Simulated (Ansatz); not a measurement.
# Changed inputs in constrained RPA: RuF2 (1T sheet), part 2 of 2

Aim: hold the target of a cRPA run on RuF2 (1T sheet) and move one thing at a time.

Ansatz 0.2.0; constrained RPA on LDA, plane waves, PAW.

So far. Step 5 (Changed: smooth pair densities): On the Ru eg shell, screening brings the on-site interaction from 13.9 eV down to U = 4.34 eV. Step 6 (Changed: accuracy high): On the Ru eg shell, screening brings the on-site interaction from 13.9 eV down to U = 4.32 eV.

**8. Changed: r2SCAN**

This step: constrained RPA on r2SCAN, plane waves, PAW.

File input.yaml:

```yaml
crystal:
  lattice:
    - [0.0, 2.24804729, 2.24804729]
    - [2.24804729, -2.24804729, 0.0]
    - [16.73236119, 16.73236119, -16.73236119]
  atoms:
    - { symbol: Ru, position: [0.0, 0.0, 0.320735268] }
    - { symbol: F, position: [0.3333333333, 0.6666666667, 0.3532931425] }
    - { symbol: F, position: [0.6666666667, 0.3333333333, 0.2881773934] }
  periodic: [true, true, false]
kpoints:
  mp_grid: { grid: [12, 12, 1] }
hamiltonian:
  xc: r2scan
scf:
  occupations: { method: gaussian, width: 0.08 }
  n_extra_bands: 19
  max_iter: 150
  lower_state_search: "off"
output:
  crpa:
    kmesh: [6, 6, 1]
    target_bands: [c1, c2]
    projections: [{ species: Ru, l: d, shell: 4, orbitals: [dz2, dx2-y2] }]
```

Run with:

```bash
$ ansatz run input.yaml --threads 4 --pin off --max-ram 14745MiB --backend cpu --events-out ev --progress --plain --runs-dir out
```

Numbers of over 12 decimals in the logs are rounded to 6 here.

The program printed:

```text
[...]
Crystal: 3 atoms, lattice volume = 253.682 Å³
Basis set: ecut = 500 eV, 6399 PW (Γ), exchange–correlation on 96×96×864 points (64 copies of the dense FFT grid, shifted against one another)
Bands: 34, of which v1, the nominal top of the filled ones, is band 15 counted from 1 (14 counted from 0)
Symmetry: 12 space group operations
[...]
k-points: 19 of 144
[...]
° read free of the cell's end (the report's vacuum.weakly_bound_levels)
[...]
χ-basis size per q: N_G = 817..939
[...]
Site 0, 4D, 2 of 5 d orbitals (Wannier functions 1, 2; wannier90's mr 1, 4):
      screened: U = 5.8333 eV, U' = 4.9132 eV, J = 0.4601 eV
      screened, to within: U = 1.1e-2 eV, U' = 1.1e-2 eV, J = 6.7e-4 eV
      bare: V = 14.5533 eV, V' = 13.2081 eV, J = 0.6726 eV
[...]
[key lines of the parts left out:]
SCF converged after 8 iterations
Free energy (F): -7507.815581 eV
Fermi energy:    -4.246363 eV
```

Elapsed: 1.8 min, on 4 threads of Arm Neoverse V1, shared host; peak memory 2 GiB; 6.8 min of CPU time.

Numbers from this step:

```yaml
u: 5.833 eV
u_prime_inter_orbital: 4.913 eV
j: 0.4601 eV
bare_v: 14.55 eV
bare_j: 0.6726 eV
stated_bound_on_u: 0.01063 eV
u_over_bare_v: 0.4008
electrons_in_the_window: 0
head_of_the_constrained_inverse_dielectric_matrix: 0.7989
least_eigenvalue_of_the_projection_s_overlap: 0.7149
target_functions: 2
bands_in_the_sums: 34
width_of_the_target_bands: 0.9718 eV
weight_of_the_projected_orbitals_in_the_window: 0.7815
```

On the Ru eg shell, screening brings the on-site interaction from 14.6 eV down to U = 5.83 eV.

**9. Changed: strain +3%**

This step: constrained RPA on LDA, plane waves, PAW.

The cell differs from the one that the last finished run ended in (a 3.179 → 3.275 Å, b 3.179 → 3.275 Å).

input.yaml, as its differences from that of step 8:

```diff
@@ -2,4 +2,4 @@
   lattice:
-    - [0.0, 2.24804729, 2.24804729]
-    - [2.24804729, -2.24804729, 0.0]
+    - [0.0, 2.3154887087, 2.3154887087]
+    - [2.3154887087, -2.3154887087, 0.0]
     - [16.73236119, 16.73236119, -16.73236119]
@@ -13,3 +13,3 @@
 hamiltonian:
-  xc: r2scan
+  xc: lda
 scf:
@@ -24 +24,6 @@
     projections: [{ species: Ru, l: d, shell: 4, orbitals: [dz2, dx2-y2] }]
+  local_orbitals:
+    kmesh: [12, 12, 1]
+    orbitals: [{ species: Ru, l: d, shell: 4, orbitals: [dz2, dx2-y2] }]
+    window: { bands: [c1, c2] }
+    seedname: lo
```

The program printed:

```text
[...]
Crystal: 3 atoms, lattice volume = 269.131 Å³
Basis set: ecut = 420 eV, 5365 PW (Γ)
Bands: 34, of which v1, the nominal top of the filled ones, is band 15 counted from 1 (14 counted from 0)
Symmetry: 12 space group operations
[...]
k-points: 19 of 144
[...]
the weakly bound empty levels are not read free of the cell's end (no_gap_told)
[...]
χ-basis size per q: N_G = 953..987
[...]
Site 0, 4D, 2 of 5 d orbitals (Wannier functions 1, 2; wannier90's mr 1, 4):
      screened: U = 3.9910 eV, U' = 3.1692 eV, J = 0.4109 eV
      screened, to within: U = 8.9e-3 eV, U' = 8.9e-3 eV, J = 9.7e-4 eV
      bare: V = 13.9328 eV, V' = 12.6413 eV, J = 0.6457 eV
[...]
[key lines of the parts left out:]
SCF converged after 7 iterations
Free energy (F): -7342.274853 eV
Fermi energy:    -5.056637 eV
```

Wall time 59 s (4 threads); peak memory 1.5 GiB; 3.7 min of CPU time.

This step gave:

| Property | Result |
| --- | --- |
| U | 3.991 eV |
| U prime (inter-orbital) | 3.169 eV |
| J | 0.4109 eV |
| bare V | 13.93 eV |
| bare J | 0.6457 eV |
| stated bound on U | 0.008842 eV |
| U over bare V | 0.2864 |
| electrons in the window | 0 |
| head of the constrained inverse dielectric matrix | 0.6959 |
| least eigenvalue of the projection's overlap | 0.6753 |
| target functions | 2 |
| bands in the sums | 34 |
| r.m.s. miss of the model bands | 1.08e-4 eV |
| width of the target bands | 1.044 eV |
| weight of the projected orbitals in the window | 0.7695 |

On the Ru eg shell, screening brings the on-site interaction from 13.9 eV down to U = 3.99 eV.

**10. Side by side**

Times are wall times on 4 threads of Arm Neoverse V1, shared host, good to a factor of about two.

| run | bare V (eV) | U (eV) | J (eV) | bound on U (eV) | width (eV) | time |
| --- | --- | --- | --- | --- | --- | --- |
| target window | 13.94 | 4.322 | 0.416 | 0.0100 | 0.99 | 52 s |
| 9×9×1 mesh | 13.91 | 4.309 | 0.416 | 0.0080 | 0.99 | 2.3 min |
| 3×3×1 mesh | 14.16 | 4.385 | 0.421 | 0.0092 | 0.99 | 17 s |
| smooth pair densities | 13.94 | 4.340 | 0.426 | 0.0021 | 0.99 | 49 s |
| accuracy high | 13.94 | 4.322 | 0.416 | 0.0009 | 0.99 | 69 s |
| r2SCAN | 14.55 | 5.833 | 0.460 | 0.0106 | 0.97 | 1.8 min |
| strain +3% | 13.93 | 3.991 | 0.411 | 0.0088 | 1.04 | 59 s |

**11. Outcome**

| Item | Value |
| --- | --- |
| target window | U 4.32 eV, J 0.42 eV |
| 9×9×1 mesh | U 4.31 eV, J 0.42 eV |
| 3×3×1 mesh | U 4.38 eV, J 0.42 eV |
| smooth pair densities | U 4.34 eV, J 0.43 eV |
| accuracy high | U 4.32 eV, J 0.42 eV |
| r2SCAN | U 5.83 eV, J 0.46 eV |
| strain +3% | U 3.99 eV, J 0.41 eV |

9×9×1 mesh moves U by −0.01 eV (within the solver's bounds, for the mean over orbitals) at 2.6 times the time. 3×3×1 mesh moves U by +0.06 eV at 0.33 times the time. Smooth pair densities moves U by +0.02 eV. Accuracy high moves U by +0.001 eV (within the solver's bounds, for the mean over orbitals). r2SCAN moves U by +1.51 eV at 2.1 times the time. Strain +3% moves U by −0.33 eV. The printed bound covers the solver alone, not the mesh. The parent state is non-magnetic and the interaction static (zero frequency); U depends on the window and the orbitals, so it belongs to this model alone.

[Paths, hosts, dates, memory and timing lines, banners, echoed tables and standing remarks are left out of the program output.]

[Logs are printed without paths, hosts, clocks, repeated set-up lines and the standing remarks that a program may print on its own settings, such as how far it seeks lower states.]

[Runs of the session that timed out or met a known fault of the program may be left out.]

[Hosts, paths, dates, database ids (printed as entryN), source tags and the programs' standing remarks are cut or masked in the printed files.]
